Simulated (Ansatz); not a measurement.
**Stack of 1T-PdSSe under TaGe2As4, upper layer turned by 180° in a perpendicular field**

Wanted: the out-of-plane response of the stack of 1T-PdSSe under TaGe2As4, upper layer turned by 180°. A positive field points along +c.

Calculated with Ansatz 0.2.0; plane-wave DFT, PBEsol-D3(BJ), Ansatz PAW.

Report form: the programs' logs are mostly left out.

### Step 1. Starting point

The cell holds 10 atoms: 1 Se, 1 Pd, 1 S, 4 As, 2 Ge and 1 Ta. Cell: a = 3.685 Å, b = 3.685 Å, c = 60.808 Å, α = 90.0°, β = 90.0°, γ = 120.0°. Regions: layer 1: 1T-PdSSe, 3 atoms (1 Se, 1 Pd and 1 S); layer 2: TaGe2As4, 7 atoms (4 As, 2 Ge and 1 Ta). Vacuum lies along c.

### Step 2. Relaxing the slab

The starting cell is a guess, so the in-plane lattice and the atoms are relaxed first, with the slab cut off from its images along the normal.

input.yaml reads:

```yaml
crystal:
  lattice:
    - [3.685, 0.0, 0.0]
    - [-1.8425, 3.1913036129, 0.0]
    - [0.0, 0.0, 60.8080920899]
  atoms:
    - { symbol: Se, position: [0.6666666667, 0.3333333333, 0.3774168735] }
    - { symbol: Pd, position: [0.0, 0.0, 0.3987912276] }
    - { symbol: S, position: [0.3333333333, 0.6666666667, 0.414992089] }
    - { symbol: As, position: [0.3333333333, 0.6666666667, 0.464327628] }
    - { symbol: Ge, position: [0.0, 0.0, 0.4785197959] }
    - { symbol: As, position: [0.0, 0.0, 0.5166726127] }
    - { symbol: Ta, position: [0.3333333333, 0.6666666667, 0.5434553773], spin: 1.0 }
    - { symbol: As, position: [0.0, 0.0, 0.5702381418] }
    - { symbol: Ge, position: [0.0, 0.0, 0.6083909587] }
    - { symbol: As, position: [0.3333333333, 0.6666666667, 0.6225831265] }
  periodic: [true, true, false]
magnetization:
  spin_polarized: true
kpoints:
  mp_grid: { grid: [12, 12, 1] }
hamiltonian:
  xc: pbesol
  dispersion: d3bj
scf:
  occupations: { method: fermi_dirac, width: 0.05 }
  convergence: { dr2_threshold: 1.0e-09 }
relax:
  f_tol: 0.004
  max_steps: 90
  cell: {}
output:
  write_potential: true
  write_density: true
  volumetric_format: npy
```

Run with:

```sh
ansatz run input.yaml --threads 4 --pin off --max-ram 12288MiB --backend cpu --events-out ev --progress --plain --runs-dir out
```

Wall time 7.7 min (4 threads of AMD EPYC 9R14 (Zen 4), shared host); peak memory 2.8 GiB.

The steps of the relaxation:

```
step  energy less that of the first step (eV)  largest force component (eV/Å)  volume (Å³)
   1                                   0.0000                          2.8187       715.10
   2                                  -1.1984                          0.6191       706.73
   3                                  -1.3094                          0.1392       695.62
   4                                  -1.3197                          0.0830       695.88
   5                                  -1.3213                          0.0210       695.36
   6                                  -1.3214                          0.0088       695.07
   7                                  -1.3214                          0.0020       694.98
  8*                                  -1.3204                          0.0020       694.98
```

Relaxation steps marked * repeat the geometry before them on a plane-wave basis chosen anew for their cell, so energy and pressure can jump there.

Forces are held to the 6 operations that the run works with; a distortion that breaks them can't arise in this run.

```
cell as run  before  after  change
      a (Å)   3.685  3.633  -1.4 %
      b (Å)   3.685  3.633  -1.4 %
```

The atoms that moved most (Å, along periodic axes as changes of fractional coordinates times the final cell, across vacuum about the mean position):

```
atom     dx     dy      dz  length
As10  0.000  0.000   0.385   0.385
 Se1  0.000  0.000  -0.324   0.324
 Pd2  0.000  0.000  -0.312   0.312
 As6  0.000  0.000   0.246   0.246
 As4  0.000  0.000  -0.172   0.172
 Ge5  0.000  0.000   0.144   0.144
  S3  0.000  0.000  -0.134   0.134
 Ta7  0.000  0.000   0.104   0.104
```

Numbers from this step:

- energy at zero smearing: -50785.5753 eV

The lattice constant a goes from 3.685 to 3.633 Å.

### Step 3. Single point, field 0, start network

A sawtooth potential applies the field, turning back in the middle of the vacuum. With the dipole correction the typed value is the field outside the slab. The induced dipole is small, so the SCF threshold is tight.

The cell differs from the one that the last finished run ended in (c 60.808 → 33.616 Å).

input.yaml reads:

```yaml
crystal:
  lattice:
    - [3.6327794915, 0.0, 0.0]
    - [-1.8163897458, 3.146079326, 0.0]
    - [0.0, 0.0, 33.6162374375]
  atoms:
    - { symbol: Se, position: [0.6666666667, 0.3333333333, 0.2677277615] }
    - { symbol: Pd, position: [0.0, 0.0, 0.306728371] }
    - { symbol: S, position: [0.3333333333, 0.6666666667, 0.3413480348] }
    - { symbol: As, position: [0.3333333333, 0.6666666667, 0.4294596361] }
    - { symbol: Ge, position: [0.0, 0.0, 0.4645239297] }
    - { symbol: As, position: [0.0, 0.0, 0.5365594854] }
    - { symbol: Ta, position: [0.3333333333, 0.6666666667, 0.5807869883] }
    - { symbol: As, position: [0.0, 0.0, 0.6258672564] }
    - { symbol: Ge, position: [0.0, 0.0, 0.6973287091] }
    - { symbol: As, position: [0.3333333333, 0.6666666667, 0.7322722385] }
kpoints:
  mp_grid: { grid: [18, 18, 1] }
  band_path:
    path: [[0, 0, 0], [0.5, 0, 0], [0.33333333, 0.33333333, 0], [0, 0, 0]]
    npoints: 16
hamiltonian:
  xc: pbesol
  dispersion: d3bj
scf:
  occupations: { method: fermi_dirac, width: 0.02585 }
  convergence: { dr2_threshold: 1.0e-10 }
efield:
  axis: 3
  dipole_correction: true
  ramp_position: 0.97
  ramp_width: 0.06
  amplitude: 0
output:
  dos: { projected: true, e_range: [-6, 5] }
  bader: true
  write_potential: true
  write_density: true
  volumetric_format: npy
  elf: true
```

Wall time 68 s (4 threads); peak memory 2 GiB.

Numbers from this step:

```
energy at zero smearing        : -50785.5786 eV
work function, upper face      : 5.091 eV
work function, lower face      : 4.758 eV
dipole along the normal        : -0.02108 e·Å
step between the vacuum levels : 0.3337 eV
```

Running mean over a fixed 2.5 Å (it still follows the layers) of the planar mean; the ramp of the sawtooth is left out. Table of electron's electrostatic potential energy less the Fermi level by z:

```
z (Å)  electron's electrostatic potential energy less the Fermi level (eV)
    4                                                                 4.76
    5                                                                 4.76
    6                                                                 4.72
    7                                                                 4.04
    8                                                                0.874
    9                                                                -4.09
   10                                                                -7.80
   11                                                                -7.26
   12                                                                -1.97
   13                                                                0.733
   14                                                                -1.51
   15                                                                -5.06
   16                                                                -3.71
   17                                                                -1.18
   18                                                                -2.79
   19                                                                -7.10
   20                                                                -7.15
   21                                                                -2.95
   22                                                               -0.939
   23                                                                -3.39
   24                                                                -4.76
   25                                                                -1.37
   26                                                                 2.70
   27                                                                 4.83
   28                                                                 5.08
   29                                                                 5.09
   30                                                                 5.09
```

The density of states has structure finer than the step of the table below, so its rows give means over 0.25 eV, whole bins alone (the curve runs from -6 to 1.99 eV). Peaks (eV: height): -5.890: 17.8, -5.420: 13.2, -4.810: 11.8, -4.650: 16.3, -4.510: 18.6, -4.040: 20.5, -2.770: 18.8.

Table of density of states by energy, zero at the Fermi level; means over each step:

```
energy (eV)  density of states (states/eV a cell)
      -5.75                                  5.19
      -5.50                                  3.84
      -5.25                                  3.42
      -5.00                                  3.93
      -4.75                                  8.57
      -4.50                                  7.93
      -4.25                                  6.57
      -4.00                                  7.73
      -3.75                                  4.44
      -3.50                                  6.28
      -3.25                                  7.87
      -3.00                                  6.15
      -2.75                                  9.31
      -2.50                                  6.92
      -2.25                                  7.56
      -2.00                                  7.35
      -1.75                                  8.33
      -1.50                                  7.80
      -1.25                                  7.77
      -1.00                                  7.21
      -0.75                                  4.52
      -0.50                                  2.50
      -0.25                                  3.53
       0.00                                  2.97
       0.25                                  4.08
       0.50                                  4.40
       0.75                                  4.68
       1.00                                  3.57
       1.25                                  4.75
       1.50                                  2.04
       1.75                                  1.87
```

Projected DOS per atom over height of the atomic layer and energy from the Fermi level. Layers: Se Pd S As Ge As Ta As Ge As from below.

Values in states/eV, 22 rows by 10 columns, each cell a mean:
```
0.01 0.00 0.02 0.28 0.26 0.09 0.40 0.12 0.28 0.34
0.30 0.17 0.23 0.37 0.37 0.21 0.55 0.13 0.22 0.21
1.15 0.68 0.86 0.14 0.18 0.10 0.27 0.06 0.10 0.08
1.42 0.95 1.18 0.13 0.14 0.05 0.31 0.02 0.03 0.03
1.10 0.87 1.19 0.19 0.16 0.11 0.84 0.06 0.04 0.05
0.09 0.07 0.07 0.11 0.11 0.16 1.57 0.16 0.13 0.18
0.11 0.04 0.21 0.25 0.12 0.41 0.87 0.46 0.19 0.39
0.38 0.17 0.39 0.49 0.20 0.49 0.90 0.53 0.23 0.49
0.70 0.28 0.78 0.82 0.34 0.94 1.20 1.10 0.24 0.63
1.07 0.45 0.92 0.55 0.32 1.07 1.13 1.08 0.39 1.18
0.82 0.50 0.74 0.52 0.40 0.94 1.15 1.00 0.61 1.49
1.14 0.99 0.80 0.67 0.41 0.58 0.57 0.66 0.59 0.95
0.99 0.94 0.71 1.03 0.57 0.73 0.60 0.64 0.48 0.69
0.93 1.32 0.87 0.84 0.53 0.64 0.65 0.56 0.44 0.46
0.66 2.79 0.78 0.58 0.41 0.41 0.49 0.39 0.37 0.40
0.11 1.55 0.23 0.53 0.39 0.51 0.58 0.45 0.39 0.47
0.25 2.01 0.28 0.46 0.50 0.68 0.67 0.76 0.54 0.49
0.47 2.02 0.53 0.42 0.49 0.87 0.58 0.86 0.54 0.45
1.14 2.31 0.78 0.55 0.53 0.69 0.50 0.52 0.29 0.22
0.61 1.12 0.94 0.24 0.17 0.18 0.11 0.10 0.03 0.02
0.67 1.12 0.83 0.16 0.14 0.09 0.02 0.05 0.08 0.09
0.76 3.12 1.08 0.02 0.01 0.00 0.00 0.00 0.00 0.00
```
Columns: height of the atomic layer (Å) from 9 to 24.6 (not evenly spaced); rows upwards: energy from the Fermi level (eV) from -5.96 to 1.96.

The electronic bands at the labelled points (eV, zero at the Fermi level):

```
  point  band 67  band 68  band 69  band 70  band 71  band 72  band 73  band 74
      Γ    -0.27    -0.27     0.03     0.03     0.61     1.53     1.53     2.13
halfway    -1.41    -1.13    -0.93    -0.71    -0.07     0.21     1.19     1.90
      M    -1.83    -1.67    -1.39    -0.75    -0.30     0.92     1.30     1.31
halfway    -2.02    -1.85    -1.41    -1.00     0.05     0.60     0.86     1.36
      K    -2.31    -2.20    -1.38    -0.82     0.42     0.52     0.81     1.10
halfway    -1.55    -1.26    -1.09    -0.60    -0.02     0.40     0.63     2.15
      Γ    -0.27    -0.27     0.03     0.03     0.61     1.53     1.53     2.13
```

Electrostatic potential energy in the ca plane at fractional y = 1.000, with atoms of Pd and Ge and As within 0.2 Å of it. With pseudopotentials it is smooth inside the atoms' cores, unlike the true potential.

Ten even steps from '0' (-37 eV) to '9' (8 eV), each cell a mean:
```
99999999999972000389999999851002675898578857
99999999999986213789999999875335886555688875
99999999999888778899999999888778999878888888
99999999998888999888999998788999999999876789
99999999998778999888999998778999999999876789
99999999998888888889999998888889999998877788
99999999999987656899999999887567898666888887
99999999999984001589999999863114785676588865
99999999999971000289999999851002675999578858
```
Columns run along c (16.0 Å, from fractional 0.15 to 0.62 of the cell; values clipped at the 3rd and 97th percentile), rows up along a (3.6 Å). Atoms in or near the plane, at fractional coordinates: Pd at (0.31, 0.00), Ge at (0.46, 0.00), As at (0.54, 0.00).

Valence density in the ca plane at fractional y = 1.000, with atoms of Pd and Ge and As within 0.2 Å of it. It is the smooth field of the valence electrons, not physical close to the nuclei.

Values in e/Å³, 5 rows by 16 columns, each cell a mean:
```
 0  0  1  7  1  0  0  0  7  2  2  6  0  2  7  0
 0  0  0  0  0  0  0  0  0  0  0  0  0  0  0  0
 0  0  0  0  0  0  0  0  0  0  0  0  0  0  0  0
 0  0  0  1  0  0  0  0  0  0  0  1  0  0  1  0
 0  0  2 10  1  0  0  0 13  3  3 11  0  3 11  1
```
Columns run along c (16.0 Å, from fractional 0.21 to 0.68 of the cell), rows up along a (3.6 Å). Atoms in or near the plane, at fractional coordinates: Pd at (0.31, 0.00), Ge at (0.46, 0.00), As at (0.54, 0.00), As at (0.63, 0.00).

ELF in the ca plane at fractional y = 1.000, with atoms of Pd and Ge and As within 0.2 Å of it. It is the smooth field of the valence electrons, not physical close to the nuclei.

Ten even steps from '0' (0.00) to '9' (0.70), each cell a mean:
```
00000000001236657632000001342004798434753575
00000000123334665333100023565445788889963589
00000002457764333466420257788765446899732369
00000014799986324799731388887642112455322225
00000025799986324899831489877531001233222223
00000013578885323688621378888754224687522247
00000001235553443344310135777655567899853489
00000000012235676422100012454225798757863587
00000000001247646732000001342003797333753574
```
Columns run along c (16.0 Å, from fractional 0.15 to 0.62 of the cell), rows up along a (3.6 Å). Atoms in or near the plane, at fractional coordinates: Pd at (0.31, 0.00), Ge at (0.46, 0.00), As at (0.54, 0.00).

The work function of the upper face is 5.09 eV.

### Step 4. Atoms held, field 0.1 V/Å

Edit input.yaml of step 3 so:

```diff
@@ -30,8 +30,6 @@
   dipole_correction: true
-  ramp_position: 0.97
-  ramp_width: 0.06
-  amplitude: 0
+  ramp_position: 0.967
+  ramp_width: 0.0657
+  amplitude: 0.1
 output:
-  dos: { projected: true, e_range: [-6, 5] }
-  bader: true
   write_potential: true
@@ -39,2 +37 @@
   volumetric_format: npy
-  elf: true
```

The job ended after 53 s (4 threads; peak memory 1.9 GiB).

The dipole is 0.0915 e·Å, 0.113 e·Å from its value without field.

### Step 5. Atoms held, field -0.1 V/Å

Edit input.yaml of step 4 so:

```diff
@@ -32,3 +32,3 @@
   ramp_width: 0.0657
-  amplitude: 0.1
+  amplitude: -0.1
 output:
```

Elapsed: 54 s, on 4 threads; peak memory 1.9 GiB.

The dipole is -0.134 e·Å, -0.112 e·Å from its value without field.

### Step 6. Atoms held, field 0.2 V/Å

Edit input.yaml of step 5 so:

```diff
@@ -32,3 +32,3 @@
   ramp_width: 0.0657
-  amplitude: -0.1
+  amplitude: 0.2
 output:
```

Elapsed: 51 s, on 4 threads; peak memory 1.9 GiB.

The dipole is 0.204 e·Å, 0.225 e·Å from its value without field.

### Step 7. Single point, field -0.2 V/Å

Edit input.yaml of step 6 so:

```diff
@@ -32,3 +32,3 @@
   ramp_width: 0.0657
-  amplitude: 0.2
+  amplitude: -0.2
 output:
```

Wall time 51 s (4 threads); peak memory 1.9 GiB.

The dipole is -0.246 e·Å, -0.225 e·Å from its value without field.

### Step 8. Atoms held, field 0.35 V/Å

Edit input.yaml of step 7 so:

```diff
@@ -30,6 +30,8 @@
   dipole_correction: true
-  ramp_position: 0.967
-  ramp_width: 0.0657
-  amplitude: -0.2
+  ramp_position: 0.9496
+  ramp_width: 0.1006
+  amplitude: 0.35
 output:
+  dos: { projected: true, e_range: [-6, 5] }
+  bader: true
   write_potential: true
@@ -37 +39,2 @@
   volumetric_format: npy
+  elf: true
```

The job ended after 75 s (4 threads; peak memory 2 GiB).

The dipole is 0.373 e·Å, 0.394 e·Å from its value without field.

### Step 9. Response, atoms held

This step: plane-wave DFT, PBEsol-D3(BJ), Ansatz PAW; response to a field along the normal, atoms held (Ansatz 0.2.0).

The dipoles give the slope, and the difference of two potentials shows where the field is screened.

Numbers from this step:

```yaml
equivalent_conductor_thickness_p_eps_0ae: 17.81 Å
distance_between_the_outer_atoms: 15.62 Å
```

Dipole of the cell against applied field:

```
applied field (V/Å)  dipole of the cell (e·Å)
             -0.200                    -0.246
             -0.100                    -0.134
              0.000                   -0.0211
              0.100                    0.0915
              0.200                     0.204
              0.350                     0.373
```

(Part 1 of 2 ends here.)

[Logs are printed without paths, hosts, clocks, repeated set-up lines and the standing remarks that a program may print on its own settings, such as how far it seeks lower states.]

[Hosts, paths, dates, database ids (printed as entryN), source tags and the programs' standing remarks are cut or masked in the printed files.]

[Maps of the electrostatic potential energy from Ansatz leave out the sawtooth potential of an applied field or a dipole correction, so their vacuum need not be flat; planar profiles and work functions include it.]
